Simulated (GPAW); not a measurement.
**SnO2 (Cassiterite): G0W0 with GPAW, start to end**

Aim: the G0W0 gap of SnO2 (Cassiterite) on PBE, step by step.

Program: GPAW 26.7.0. Level of theory: PBE and many-body steps on it, plane waves. Results are calculated unless marked as measured.

**The experiments to reproduce.**

- Gap 3.6 eV: experimental gap quoted from earlier work; bulk crystal (quoted in “Study on the Photocatalytic Properties of Flower-Shaped SnO2”, 2022, pmc:9565917).

## Step 1: Set-up

Symmetry: P4_2/mnm, No. 136, tetragonal system. The conventional cell has a = 4.738 Å, b = 4.738 Å, c = 3.187 Å, α = 90.00°, β = 90.00°, γ = 90.00°. Nearest to Sn lie 6 O at 2.05 to 2.06 Å. Nearest to O lie 3 Sn at 2.05 to 2.06 Å. Farther neighbours and most contacts between anions are not listed.

Coordinates:

```cif
data_structure
_symmetry_space_group_name_H-M 'P4_2/mnm'
_symmetry_Int_Tables_number 136
_cell_length_a 4.7380
_cell_length_b 4.7380
_cell_length_c 3.1865
_cell_angle_alpha 90.000
_cell_angle_beta 90.000
_cell_angle_gamma 90.000
_cell_volume 71.53
loop_
_atom_site_label
_atom_site_type_symbol
_atom_site_symmetry_multiplicity
_atom_site_Wyckoff_symbol
_atom_site_fract_x
_atom_site_fract_y
_atom_site_fract_z
_atom_site_occupancy
Sn1 Sn 2 a 0.00000 0.00000 0.00000 1
O1 O 4 f 0.30710 0.30710 0.00000 1
```

The cell and positions come from the Crystallography Open Database and are kept as given unless a step says otherwise.

## Step 2: Ground state

This step: GPAW 26.7.0; DFT, PBE, plane waves, PAW.

The ground-state density comes first.

File run.py:

```python
import json
import numpy as np
from gpaw.mpi import world
from ase import Atoms
from gpaw import GPAW, PW, FermiDirac

atoms = Atoms(['Sn', 'Sn', 'O', 'O', 'O', 'O'],
    cell=[[4.7380000000, 0.0000000000, 0.0000000000],
      [0.0000000000, 4.7380000000, 0.0000000000],
      [0.0000000000, 0.0000000000, 3.1865000000]],
    scaled_positions=[[0.0000000000, 0.0000000000, 0.0000000000],
      [0.5000000000, 0.5000000000, 0.5000000000],
      [0.3071000000, 0.3071000000, 0.0000000000],
      [0.1929000000, 0.8071000000, 0.5000000000],
      [0.6929000000, 0.6929000000, 0.0000000000],
      [0.8071000000, 0.1929000000, 0.5000000000]],
    pbc=(True, True, True))
calc = GPAW(mode=PW(600),
    xc='PBE',
    kpts={'size': (6, 6, 8), 'gamma': True},
    occupations=FermiDirac(0.001),
    nbands=-9,
    convergence={'density': 1e-6, 'bands': -3},
    maxiter=100,
    txt='gs.txt')
atoms.calc = calc
res = {'energy': atoms.get_potential_energy()}
kpts = calc.get_ibz_k_points()
res['kpts'] = kpts
res['eigenvalues'] = [calc.get_eigenvalues(kpt=k) for k in range(len(kpts))]
res['n_electrons'] = calc.get_number_of_electrons()
calc.write('gs.gpw')

if world.rank == 0:
    with open('result.json', 'w') as f:
        json.dump(res, f, default=lambda x: x.tolist())
```

The run is started by

```sh
$ mpirun -n 12 gpaw python run.py
```

Numbers of over 12 decimals in the logs are rounded to 6 here.

The log of the run:

```text
__  _  _
 | _ |_)|_||  |
 |__||  | ||/\| - 26.7.0

Input parameters:
  mode=PW(ecut=600.0),
  convergence={'density': 1e-06, 'bands': -3},
  kpts=MonkhorstPack(size=(6, 6, 8), gamma=True),
  maxiter=100,
  nbands=-9,
  occupations=Occupations(name='fermi-dirac', width=0.001, fixmagmom=False),
  xc=XC(name='PBE')
  [... matrices ...]
Diagonalizing LCAO Hamiltonian
Converting LCAO to pw mode
    .-----------.
   /|           |
  / |           |
 *  | O         |
 |  .---Sn-O----.
 | /       O   /
 |/   O       /
 Sn----------*

Atoms  # Å, Bohr magnetons
|   | symbol |        x |        y |        z |    initial magnetic moments |
| 0 |     Sn | 0.000000 | 0.000000 | 0.000000 | ( 0.0000,  0.0000,  0.0000) |
| 1 |     Sn | 2.369000 | 2.369000 | 1.593250 | ( 0.0000,  0.0000,  0.0000) |
| 2 |      O | 1.455040 | 1.455040 | 0.000000 | ( 0.0000,  0.0000,  0.0000) |
| 3 |      O | 0.913960 | 3.824040 | 1.593250 | ( 0.0000,  0.0000,  0.0000) |
| 4 |      O | 3.282960 | 3.282960 | 0.000000 | ( 0.0000,  0.0000,  0.0000) |
| 5 |      O | 3.824040 | 0.913960 | 1.593250 | ( 0.0000,  0.0000,  0.0000) |

Unit cell  # Å
| periodic |        x |        y |        z |  lengths |    angles |
|      yes | 4.738000 | 0.000000 | 0.000000 | 4.738000 | 90.000000 |
|      yes | 0.000000 | 4.738000 | 0.000000 | 4.738000 | 90.000000 |
|      yes | 0.000000 | 0.000000 | 3.186500 | 3.186500 | 90.000000 |

Number of symmetries: 8
Symmetry operations  # r_c * U_cc + t_c -> r_c
|   | kind |            matrix            |
| 0 |  E   |  1, 0, 0,  0, 1, 0,  0, 0, 1 |
| 1 |  σ   |  1, 0, 0,  0, 1, 0,  0, 0,-1 |
| 2 |  σ   |  0, 1, 0,  1, 0, 0,  0, 0, 1 |
| 3 |  C2  |  0, 1, 0,  1, 0, 0,  0, 0,-1 |
| 4 |  σ   |  0,-1, 0, -1, 0, 0,  0, 0, 1 |
| 5 |  C2  |  0,-1, 0, -1, 0, 0,  0, 0,-1 |
| 6 |  C2  | -1, 0, 0,  0,-1, 0,  0, 0, 1 |
| 7 |  i   | -1, 0, 0,  0,-1, 0,  0, 0,-1 |

BZ-sampling:
  Number of BZ points: 288
  Number of IBZ points: 65

  Monkhorst-Pack size: [6, 6, 8]
  Monkhorst-Pack shift: [0.083333, 0.083333, 0.0625]

K-points  # in reciprocal-cell coordinates
|     |                                coordinates |     weight |
|   0 | (  0.00000000,   0.00000000,   0.00000000) | 0.00347222 |
|   1 | (  0.00000000,   0.00000000,   0.12500000) | 0.00694444 |
|   2 | (  0.00000000,   0.00000000,   0.25000000) | 0.00694444 |
|   3 | (  0.00000000,   0.00000000,   0.37500000) | 0.00694444 |
|   4 | (  0.00000000,   0.00000000,   0.50000000) | 0.00347222 |
|   5 | (  0.16666667,  -0.16666667,   0.00000000) | 0.00694444 |
|   6 | (  0.16666667,  -0.16666667,   0.12500000) | 0.01388889 |
|   7 | (  0.16666667,  -0.16666667,   0.25000000) | 0.01388889 |
|   8 | (  0.16666667,  -0.16666667,   0.37500000) | 0.01388889 |
|   9 | (  0.16666667,  -0.16666667,   0.50000000) | 0.00694444 |
| ... |                                            |            |
|  64 | (  0.50000000,   0.50000000,   0.50000000) | 0.00347222 |

Plane wave coefficients: 2409
Cutoff: 600.0 eV

Spin-components: 1 (collinear spins)
Bands:           35
Projectors:      32
Spin-degeneracy: 2
Datatype:        complex128

  Storage: CPU
  Wave functions: 87_687_600 bytes (7_307_300 per core)
  Projectors: 65_139_360 bytes (5_428_280 per core)
  [... matrices ...]
Parallelization:
  kpt:    6
  domain: 2
  band:   1

Density:
  Valence electrons: 52.0
  Components: 1
  Grid points: [27 27 20]
  Charge: 0.0  # |e|

Potential:
  Grid points: [27 27 20]

species:
  Sn:
    name:    Tin
    Z:       50.0
    valence: 14
    core:    36
    charge:  0.0  # [|e|]
    compensation charges:
      type: gauss
      rc: 0.38  # [Å]
      lmax: 2
    cutoffs:
      filter: 2.23  # [Å]
      core: 2.35  # [Å]
    projectors
    | kind |    occ | energy [eV] | rcut [Å] |
    |   5s |  2.000 |     -10.538 |    1.201 |
    |   5p |  2.000 |      -3.696 |    1.270 |
    |   4d | 10.000 |     -25.845 |    1.185 |
    |    s |        |      16.674 |    1.201 |
    |    p |        |      23.515 |    1.270 |
    |    d |        |       1.367 |    1.185 |

    Using partial waves for Sn as LCAO basis

  O:
    name:    Oxygen
    Z:       8.0
    valence: 6
    core:    2
    charge:  0.0  # [|e|]
    compensation charges:
      type: gauss
      rc: 0.21  # [Å]
      lmax: 2
    cutoffs:
      filter: 1.17  # [Å]
      core: 0.83  # [Å]
    projectors
    | kind |    occ | energy [eV] | rcut [Å] |
    |   2s |  2.000 |     -23.961 |    0.688 |
    |   2p |  4.000 |      -9.029 |    0.598 |
    |    s |        |       3.251 |    0.688 |
    |    p |        |      18.182 |    0.598 |
    |    d |        |       0.000 |    0.619 |

    Using partial waves for O as LCAO basis

Reference energy: -344184.795819  # eV

eigensolver:
  PPCG
  Converge bands: -3
  niter=2

density mixing:
  MSR1-Mixer
  Pratt-step length: 0.05
  Maximum mixing coefficient: 0.75
  Old densities: 10
  SVD Regularization: 0.005
  Good broyden scale: 1.0
  Trust region scale: 1.0
  Backstep threshold: 4.0
  History deletion threshold: 6.0
  Fourier metric: weight=20.0, sigma=0.015

occupation numbers:
  Fermi-Dirac:
    width: 0.0010  # eV

poisson solver:
  ecut: 4800.0  # eV

xc functional:
  name: PBE with 2 nearest neighbor stencil

Initialization done in: 1.564 s

convergence criteria:
- Maximum integral of absolute [dens]ity change: 1e-06 electrons / valence electron
- Maximum [total energy] change in last 3 cyles: 0.0005 eV / valence electron
- Maximum integral of absolute [eigenst]ate change: 4e-08 eV^2 / valence electron
maximum number of iterations: 100

SCF iterations
|iter     |     time |      energy | eigst |  dens |
|iter:   1|  |  -44.257208 | +0.60 |       |
|iter:   2|  |  -42.711368 | -0.96 | -0.87 |
|iter:   3|  |  -38.435440 | -0.29 | -0.93 |
|iter:   4|  |  -38.430825 | -2.23 | -1.50 |
|iter:   5|  |  -38.442169c| -2.76 | -1.81 |
|iter:   6|  |  -38.442639c| -3.42 | -2.89 |
|iter:   7|  |  -38.442728c| -3.64 | -3.32 |
|iter:   8|  |  -38.442722c| -3.94 | -3.94 |
|iter:   9|  |  -38.442723c| -4.74 | -4.35 |
|iter:  10|  |  -38.442723c| -5.29 | -4.98 |
|iter:  11|  |  -38.442723c| -5.54 | -5.38 |
|iter:  12|  |  -38.442723c| -5.53 | -6.35c|
|iter:  13|  |  -38.442723c| -5.69 | -6.78c|
|iter:  14|  |  -38.442723c| -5.77 | -7.42c|
|iter:  15|  |  -38.442723c| -5.89 | -7.82c|
|iter:  16|  |  -38.442723c| -5.45 | -8.21c|
|iter:  17|  |  -38.442723c| -4.21 | -8.73c|
|iter:  18|  |  -38.442723c| -4.61 | -8.91c|
|iter:  19|  |  -38.442723c| -5.09 | -9.68c|
|iter:  20|  |  -38.442723c| -5.55 | -9.57c|
|iter:  21|  |  -38.442723c| -5.89 |-10.03c|
|iter:  22|  |  -38.442723c| -6.27 |-10.23c|
|iter:  23|  |  -38.442723c| -6.63 |-10.43c|
|iter:  24|  |  -38.442723c| -7.38 |-10.79c|
|iter:  25|  |  -38.442723c| -8.03c|-10.57c|

Converged in 25 steps
SCF loop duration: 22.481 s (0.899 s/step)
Energy contributions relative to reference atoms: (reference = -344184.795819)
  [... matrices ...]
Energy contributions:
  Kinetic:          78.601764
  Coulomb:         -68.646726
  Zero:             -0.070256
  External:          0.000000
  Xc:              -48.327505
  Entropy:          -0.000000
  Spinorbit:         0.000000
  ----------------------------
  Free energy:     -38.442723
  Extrapolated:    -38.442723

dipole moment: (-15.483176, -15.483176, -28.293226)  # |e|*Ang

Fermi level: 6.308
Eigenvalues  # (at kpt = [0.000, 0.000, 0.000])
| band index |      eig [eV] | occ [0-2] |
|          0 |       -15.026 |     2.000 |
|        ... |               |           |
|         18 |         2.981 |     2.000 |
|         19 |         4.031 |     2.000 |
|         20 |         4.160 |     2.000 |
|         21 |         4.865 |     2.000 |
|         22 |         4.865 |     2.000 |
|         23 |         5.303 |     2.000 |
|         24 |         5.303 |     2.000 |
|         25 |         6.074 |     2.000 |
|         26 |         7.386 |     0.000 |
[...]
|         30 |        16.589 |     0.000 |
|         31 |        16.719 |     0.000 |
|         32 |        18.211 |     0.000 |
|         33 |        18.705 |     0.000 |
|         34 |        21.419 |     0.000 |

Gap: 1.311 eV
Transition (v -> c):
  (s=0, k=0, n=25, [0.00, 0.00, 0.00]) -> (s=0, k=0, n=26, [0.00, 0.00, 0.00])
No difference between direct/indirect transitions
# Writing to gs.gpw (mode='')
  [... matrices ...]
```

The job ended after 26 s (12 MPI ranks of Arm Neoverse V1, shared host; peak memory 2 GiB).

Numbers from this step:

| Quantity | Value |
| --- | --- |
| total energy | -38.44 eV |
| gap | 1.311 eV |
| k of the valence top | 0, 0, 0 |
| k of the conduction bottom | 0, 0, 0 |
| least direct gap | 1.311 eV |

The gap is direct, at Γ.

## Step 3: Empty states on the mesh, 4×4×4 mesh, 237 bands

The sums over transitions need many empty states on a uniform mesh; this step solves for them.

File run.py:

```python
import json
import numpy as np
from gpaw.mpi import world
from gpaw import GPAW

calc = GPAW('gs.gpw').fixed_density(kpts={'size': (4, 4, 4), 'gamma': True},
    parallel={'domain': 1, 'band': 1},
    txt='nscf.txt')
calc.diagonalize_full_hamiltonian(nbands=237)
calc.write('full.gpw', mode='all')
res = {}
kpts = calc.get_ibz_k_points()
res['kpts'] = kpts
res['eigenvalues'] = [calc.get_eigenvalues(kpt=k) for k in range(len(kpts))]
res['n_electrons'] = calc.get_number_of_electrons()

if world.rank == 0:
    with open('result.json', 'w') as f:
        json.dump(res, f, default=lambda x: x.tolist())
```

The run is started by

```sh
$ mpirun -n 12 gpaw python run.py
```

The log of the run:

```text
Diagonalizing LCAO Hamiltonian
Converting LCAO to pw mode
convergence criteria:
- Maximum integral of absolute [eigenst]ate change: 4e-08 eV^2 / valence electron
maximum number of iterations: 100

SCF iterations
|iter     |     time |      energy | eigst |  dens |
|iter:   1|  |             | +0.84 |       |
|iter:   2|  |             | -0.93 |       |
|iter:   3|  |             | -1.93 |       |
[...]
|iter:  15|  |             | -7.10 |       |
|iter:  16|  |             | -7.34 |       |
|iter:  17|  |             | -7.53c|       |
SCF steps: 17
  __  _  _
 | _ |_)|_||  |
 |__||  | ||/\| - 26.7.0

Input parameters:
  mode=PW(ecut=600.0),
  convergence={'density': 1e-06, 'bands': -3},
  gpts=array([27, 27, 20]),
  kpts=MonkhorstPack(size=(4, 4, 4), gamma=True),
  maxiter=100,
  nbands=35,
  occupations=Occupations(name='fermi-dirac', width=0.001, fixmagmom=False),
  parallel={'domain': 1, 'band': 1},
  xc=XC(name='PBE')
Matrix size: 2409x2409
# Writing to full.gpw (mode='all')
  [... matrices ...]

timing:  # [seconds]
  Total: 35.312  # ━━━━━━━━━━━━━━━━━━━━━━━━━━━━━━━━━━━━━━━━━━━━━━━━━━━━━━━━━━
```

Elapsed: 44 s, on 12 MPI ranks; peak memory 6.9 GiB; 8.3 min of CPU time.

Numbers from this step:

* gap: 1.311 eV
* k of the valence top: 0, 0, 0
* k of the conduction bottom: 0, 0, 0
* least direct gap: 1.311 eV
* k points computed: 21
* lowest point of the top converged band, above the valence top: 109.0273 eV

On this mesh the gap is 1.311 eV.

## Step 4: Screening and self-energy, 4×4×4 mesh, 227 bands, screening to 125 eV

Now the one-shot GW correction: screening in the RPA, then the self-energy of the levels asked for.

This step: G0W0 on PBE, plane waves, PAW.

File run.py:

```python
import json
import numpy as np
from gpaw.mpi import world
from gpaw.response.g0w0 import G0W0

gw = G0W0('full.gpw',
    filename='gw',
    kpts=[0],
    bands=(24, 28),
    ecut=125,
    nbands=227,
    integrate_gamma='WS',
    ppa=True)
gw.calculate()
res = {mode: {k: v for k, v in r.items() if k != 'sigma_eskwn'}
       for mode, r in gw.all_results.items()}

if world.rank == 0:
    with open('result.json', 'w') as f:
        json.dump(res, f, default=lambda x: x.tolist())
```

The run is started by

```sh
$ mpirun -n 12 gpaw python run.py
```

The log of the run:

```text
Using integrator: PointIntegrator
FrequencyGridDescriptor(from 0.000+0.000j to 0.000+27.211j eV, 2 points)
Nonperiodic BCs:  [False False False]
Using integrator: PointIntegrator
FrequencyGridDescriptor(from 0.000+0.000j to 0.000+27.211j eV, 2 points)
Nonperiodic BCs:  [False False False]
  ___  _ _ _
 |   || | | |
 | | || | | |
 |__ ||_____|
 |___|

BZ k-points: Symmetries present (total): 8

  [... matrices ...]
64 k-points: 4 x 4 x 4 Monkhorst-Pack grid + [1/8,1/8,1/8]
21 k-points in the irreducible part of the Brillouin zone
       k-points in crystal coordinates                weights
   0:     0.00000000    0.00000000    0.00000000          1/64
   1:     0.00000000    0.00000000    0.25000000          2/64
   2:     0.00000000    0.00000000    0.50000000          1/64
   3:     0.25000000   -0.25000000    0.00000000          2/64
   4:     0.25000000   -0.25000000    0.25000000          4/64
   5:     0.25000000   -0.25000000    0.50000000          2/64
   6:     0.25000000    0.00000000    0.00000000          4/64
   7:     0.25000000    0.00000000    0.25000000          8/64
   8:     0.25000000    0.00000000    0.50000000          4/64
   9:     0.25000000    0.25000000    0.00000000          2/64
          ...
  20:     0.50000000    0.50000000    0.50000000          1/64

Distributing spins, k-points and bands (1 x 1 x 4) over 12 processes
Number of blocks: 1

Quasi particle states:
k-points (IBZ indices): [0]
Band range: (24, 28)
  [... matrices ...]
Computational parameters:
Plane wave cut-off: 125 eV
Number of bands: 227
Coulomb cutoff: None
Broadening: 0.1 eV

fxc modes: GW
Kernel: RPA
Using Godby-Needs plasmon-pole approximation:
  Fitting energy: i*E0, E0 = 1.000 Hartree
Summing all q:

Calculating screened Coulomb potential
No Coulomb truncation
FrequencyGridDescriptor(from 0.000+0.000j to 0.000+27.211j eV, 2 points)
Removing empty qpoint cache files...

Calculating chi0 body with:
    Ground state adapter containing:
    Number of spins: 1
    Number of kpoints: 64
    Number of irreducible kpoints: 21
    Number of completely occupied states: 26
    Number of partially occupied states: 26
    Occupied states memory: 5.784302 M / cpu

    Linear response parametrization:
    q_c: [0.0, 0.0, 0.0]
    Number of frequency points: 2
    Planewave cutoff: 125.0
    Number of bands: 227
    Number of planewaves: 217
    Broadening (eta): 1e-06
    comm.size: 12
    kncomm.size: 12
    blockcomm.size: 1

    Memory estimate of potentially large arrays:
        chi0_wGG: 1.437042 M / cpu
Integrating chi0 body.

Symmetries of q_c:
    Direct symmetries (Uq -> q): 8
    Indirect symmetries (TUq -> q): 0
In total 8 allowed symmetries.

  [... matrices ...]
21 groups of equivalent kpoints. 67.1875% reduction.

Integral kind: response function
Integrating chi0 head and wings.

Symmetries of q_c:
    Direct symmetries (Uq -> q): 8
    Indirect symmetries (TUq -> q): 0
In total 8 allowed symmetries.

  [... matrices ...]
21 groups of equivalent kpoints. 67.1875% reduction.

Integral kind: response function wings

Calculating chi0 body with:
    Ground state adapter containing:
    Number of spins: 1
    Number of kpoints: 64
    Number of irreducible kpoints: 21
    Number of completely occupied states: 26
    Number of partially occupied states: 26
    Occupied states memory: 5.784302 M / cpu

[... the further q-points ...]

Results:
f:      Occupation numbers
eps:     KS-eigenvalues [eV]
vxc:     KS vxc [eV]
exx:     Exact exchange [eV]
sigma:   Self-energies [eV]
dsigma:  Self-energy derivatives
Z:       Renormalization factors
qp:      QP-energies [eV]

k-point 0 (0): (0.000, 0.000, 0.000)                GW
band       f     eps     vxc     exx   sigma  dsigma       Z      qp
                                                                   GW
  24   1.000   5.303 -20.766 -26.369   4.690  -0.287   0.777   4.593
  25   1.000   6.074 -21.162 -27.148   5.018  -0.286   0.777   5.322
  26   0.000   7.386 -18.524 -14.443  -2.871  -0.193   0.838   8.399
  27   0.000  12.259 -17.797 -12.094  -4.028  -0.208   0.828  13.645
```

Wall time 2.7 min (12 MPI ranks); peak memory 4.5 GiB.

This step gave:

```
G0W0 gap on the points computed              : 3.077 eV
least direct G0W0 gap on the computed points : 3.077 eV
Z at the valence top                         : 0.7774
Z at the conduction bottom                   : 0.8381
starting gap on the mesh                     : 1.311 eV
k of the valence top                         : 0, 0, 0
k of the conduction bottom                   : 0, 0, 0
```

The gap on the mesh goes from 1.31 eV to 3.08 eV, a correction of +1.77 eV.

Limits: finite bands, cutoff and mesh; no spin-orbit coupling; coarse k mesh. v1 is the top filled band, c1 the lowest empty one. The levels before and after the correction (eV, zero at the valence-band top of each column):

|  | conduction bottom | valence top |
| --- | --- | --- |
| Kohn-Sham | 1.31 | 0.00 |
| G0W0 | 3.08 | 0.00 |

|  | level | energy (eV) |
| --- | --- | --- |
| Kohn-Sham | Γ v2 | -0.772 |
| Kohn-Sham | Γ v1 | 0.000 |
| Kohn-Sham | Γ c1 | 1.311 |
| Kohn-Sham | Γ c2 | 6.184 |
| G0W0 | Γ v2 | -0.729 |
| G0W0 | Γ v1 | 0.000 |
| G0W0 | Γ c1 | 3.077 |
| G0W0 | Γ c2 | 8.324 |

## Step 5: Where the time went

Times are wall times on 12 MPI ranks of Arm Neoverse V1, shared host, good to a factor of about two.

| step | time | share | memory (GiB) |
| --- | --- | --- | --- |
| ground state | 26 s | 11 % | 2.0 |
| empty states on the mesh | 44 s | 19 % | 6.9 |
| screening and self-energy | 2.7 min | 70 % | 4.5 |

## Step 6: Summary of results

| Property | Result |
| --- | --- |
| PBE gap | 1.31 eV, direct |
| G0W0 gap on the mesh | 3.08 eV |
| GW settings | 4×4×4 mesh, 227 bands, screening to 125 eV, Godby-Needs plasmon pole |
| known limits | not at the basis limit; no spin-orbit coupling; coarse k mesh |

G0W0 moves the gap on the mesh from 1.31 eV to 3.08 eV (+1.77 eV), with Z of 0.78 and 0.84 at the edges. Only 1 of the mesh's irreducible points was corrected, so a valley elsewhere could overtake. The dearest step here is «screening and self-energy». Against experiment, by G0W0@PBE: the gap of 3.08 eV lies −0.52 eV from the measured 3.6 eV (kind not stated, quoted 2022). The calculation has static nuclei and no excitons; a measured gap holds zero-point and thermal motion, which mostly lowers it. Against the values above the computed gap that would widen the miss. An edge that is forbidden or weak in absorption could explain it, and so could too strong a screening: the start's gap is only 1.31 eV, the mesh is coarse, and one shot does not repair that. Bands and cutoff are finite, so the gap is not at the basis limit. The miss can reach some tenths of an eV and take either sign; the mesh is an error of its own. These stock PAW sets were not made for GW. In the G0W0 run levels were corrected at 1 k point alone, so a gap called «on the mesh» is the least over those, and an edge elsewhere would be missed. The 4×4×4 mesh is coarse for this cell, which bears on the long-range parts of exchange and screening. The many-body steps are scalar-relativistic: spin-orbit coupling is not in them.

[Paths, hosts, dates, memory and timing lines, banners, echoed tables and standing remarks are left out of the program output.]

[Logs are printed without paths, hosts, clocks, repeated set-up lines and the standing remarks that a program may print on its own settings, such as how far it seeks lower states.]

[Runs of the session that timed out or met a known fault of the program may be left out.]

[Hosts, paths, dates, database ids (printed as entryN), source tags and the programs' standing remarks are cut or masked in the printed files.]
